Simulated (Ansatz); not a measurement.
# Ir wire along [100], 12 atoms a period: bands along the axis, part 2 of 2

Aim: is the Ir wire along [100], 12 atoms a period a metal or a semiconductor?

Ansatz 0.2.0; DFT PBE, plane waves, PAW; relaxation of a wire's period; PAW set soft_1 (the session's first sound run).

So far: Set-up; Relaxing the period.

## Step 2: Relaxing the period (continued)

The steps of the relaxation:

```csv
step,energy less that of the first step (eV),largest force component (eV/Å),pressure (GPa),volume (Å³)
1,0.0000,1.9207,-6.86,614.89
2,-1.5750,1.0591,3.99,596.06
3,-1.9106,0.2466,-0.87,602.02
4,-1.9407,0.0801,-0.07,600.63
5,-1.9449,0.0089,-0.02,601.17
6*,-1.9427,0.0090,-0.01,601.17
```

Relaxation steps marked * repeat the geometry before them on a plane-wave basis chosen anew for their cell, so energy and pressure can jump there.

Forces are held to the 16 operations that the run works with; a distortion that breaks them can't arise in this run.

```csv
cell as run,before,after,change
c (Å),3.870,3.784,-2.2 %
```

The atoms that moved most (Å, along periodic axes as changes of fractional coordinates times the final cell, across vacuum about the mean position):

```csv
atom,dx,dy,dz,length
Ir1,0.110,-0.087,0.000,0.140
Ir12,-0.110,-0.087,0.000,0.140
Ir7,0.110,0.087,0.000,0.140
Ir6,-0.110,0.087,0.000,0.140
Ir8,0.087,0.110,0.000,0.140
Ir4,-0.087,0.110,0.000,0.140
Ir3,0.087,-0.110,0.000,0.140
Ir11,-0.087,-0.110,0.000,0.140
```

This step gave:

| Item | Value |
| --- | --- |
| energy at zero smearing | -143222.9433 eV |
| cell length along the wire | 3.784 Å |

The cell's length comes to 3.784 Å with spin left out.

## Step 3: Bands of the perfect wire

This step: DFT PBE, plane waves, PAW; bands of a perfect wire; PAW set soft_1 (Ansatz 0.2.0).

At the relaxed period the bands are computed along the axis; those that cross an energy going forward count the channels that a perfect wire would open there.

File input.yaml:

```yaml
crystal:
  lattice:
    - [12.605, 0.0, 0.0]
    - [0.0, 12.605, 0.0]
    - [0.0, 0.0, 3.7836667955]
  atoms:
    - { symbol: Ir, position: [0.278494605, 0.56986556, 0.0] }
    - { symbol: Ir, position: [0.419369442, 0.419369442, 0.0] }
    - { symbol: Ir, position: [0.43013444, 0.721505395, 0.0] }
    - { symbol: Ir, position: [0.56986556, 0.278494605, 0.0] }
    - { symbol: Ir, position: [0.580630558, 0.580630558, 0.0] }
    - { symbol: Ir, position: [0.721505395, 0.43013444, 0.0] }
    - { symbol: Ir, position: [0.278494605, 0.43013444, 0.5] }
    - { symbol: Ir, position: [0.43013444, 0.278494605, 0.5] }
    - { symbol: Ir, position: [0.419369442, 0.580630558, 0.5] }
    - { symbol: Ir, position: [0.580630558, 0.419369442, 0.5] }
    - { symbol: Ir, position: [0.56986556, 0.721505395, 0.5] }
    - { symbol: Ir, position: [0.721505395, 0.56986556, 0.5] }
kpoints:
  mp_grid: { grid: [1, 1, 22] }
  band_path: { path: ["Γ", Z], npoints: 90 }
scf:
  occupations: { method: fermi_dirac, width: 0.05 }
hamiltonian:
  xc: pbe
  pseudopotentials: { kind: paw, azcp: { folder: soft_1 } }
output:
  dos: { e_range: [-5, 4] }
  write_potential: true
  write_density: true
  volumetric_format: npy
```

Run with:

```sh
$ ansatz run input.yaml --threads 4 --pin off --max-ram 16384MiB --backend cpu --events-out ev --progress --plain --runs-dir out
```

Numbers of over 12 decimals in the logs are rounded to 6 here.

Output:

```text
[...]
Crystal: 12 atoms, lattice volume = 601.172 Å³
Basis set: ecut = 420 eV, 11753 PW (Γ)
Bands: 123, of which v1, the nominal top of the filled ones, is band 102 counted from 1 (101 counted from 0)
Symmetry: 16 space group operations
[...]
k-points: 12 of 22
[...]
SCF iter   1: F=—  HF=-143226.632748 eV  |F-HF|=—  |Δ(HF+E_count)|=         —  Δρ=3.06e-2  dr2=1.52e1  ethr=3.10e-3  ⟨swp⟩=8.5  Hψ=6402  notcnv=0  defer=4
[...]
SCF iter  11: F=-143223.058427 eV  HF=-143223.058427 eV  |F-HF|=1.83e-9  |Δ(HF+E_count)|=   7.17e-8  Δρ=9.76e-7  dr2=6.87e-9  ethr=3.21e-11  ⟨swp⟩=2.2  Hψ=4293  notcnv=0
SCF 1 converged in 11 iterations: F = -143223.058427 eV  dr2 = 6.87e-9
[...]
NSCF: frozen V_eff on 91 k-points
WARN: The output density's exchange-correlation potential varies sharply where the density is thin. Do not read a vacuum level from v_tot or v_xc, or from such a field of the output density. On a cell that repeats whose density bears no net charge and no dipole along the vacuum's axis use v_es (v_loc + v_h of the components); under efield.dipole_correction with no amplitude use v_es + v_field, which holds any externa [...]
SCF converged after 11 iterations
Free energy (F): -143223.058427 eV
[...]
Internal energy: -143222.835977 eV  (E = F + TS)
E sigma→0 (E₀):  -143222.947202 eV
Entropy (-TS):   -0.222450 eV (-18.537 meV/atom)
Fermi energy:    3.816877 eV
[...]
--- Band table (eV; the first three rows and the last of 12) ---
  k-point 0: bands = [... 98 lower, 3.4557, 3.5244, 3.5508, 3.9084, 4.1066, 4.1066, 4.1378, 4.1378, ... 17 higher]
  k-point 1: bands = [... 98 lower, 3.5017, 3.5017, 3.7252, 3.9152, 4.0365, 4.0365, 4.0601, 4.2086, ... 17 higher]
  k-point 2: bands = [... 98 lower, 3.5042, 3.5376, 3.8482, 3.8712, 3.9691, 3.9841, 3.9841, 4.2137, ... 17 higher]
  k-point 11: bands = [... 98 lower, 3.6080, 3.6080, 3.7134, 3.7134, 3.8403, 3.8403, 3.9646, 3.9646, ... 17 higher]
```

Wall time 64 s (4 threads of Intel Xeon Platinum 8488C (Sapphire Rapids), shared host); peak memory 3.6 GiB.

Reading the cycles: dr2 is the Hartree energy of the density residual (eV), the measure of convergence; HF is the Harris–Foulkes estimate of the energy, which meets the free energy F at convergence.

Numbers from this step:

```yaml
energy_at_zero_smearing: -143222.9472 eV
band_gap: 0 eV
```

The electronic bands at the labelled points (eV, zero at the Fermi level):

```csv
point,band 98,band 99,band 100,band 101,band 102,band 103,band 104,band 105
Γ,-0.36,-0.36,-0.29,-0.27,0.09,0.29,0.29,0.32
halfway,-0.52,-0.35,-0.35,-0.23,-0.13,0.00,0.00,0.03
Z,-0.46,-0.21,-0.21,-0.10,-0.10,0.02,0.02,0.15
```

Between Γ and Z the bands cross the Fermi level 11 times, so a perfect wire would conduct at least 11 G₀, with spin left out.

## Step 4: Results

- cell length, PBE: 3.784 Å
- ballistic conductance by band crossings, a lower bound, PBE: 11 G₀

What this shows: Under PBE the cell's length is 3.78 Å, and the bands cross the Fermi level 11 times between Γ and Z, which gives a perfect wire at least 11 G₀ (opposite crossings within one step of the path cancel in such a count). No spin was allowed, though thin wires with open d shells can turn magnetic. Spin-orbit coupling is left out, which matters for the bands of heavy atoms.

[Logs are printed without paths, hosts, clocks, repeated set-up lines and the standing remarks that a program may print on its own settings, such as how far it seeks lower states.]

[Hosts, paths, dates, database ids (printed as entryN), source tags and the programs' standing remarks are cut or masked in the printed files.]
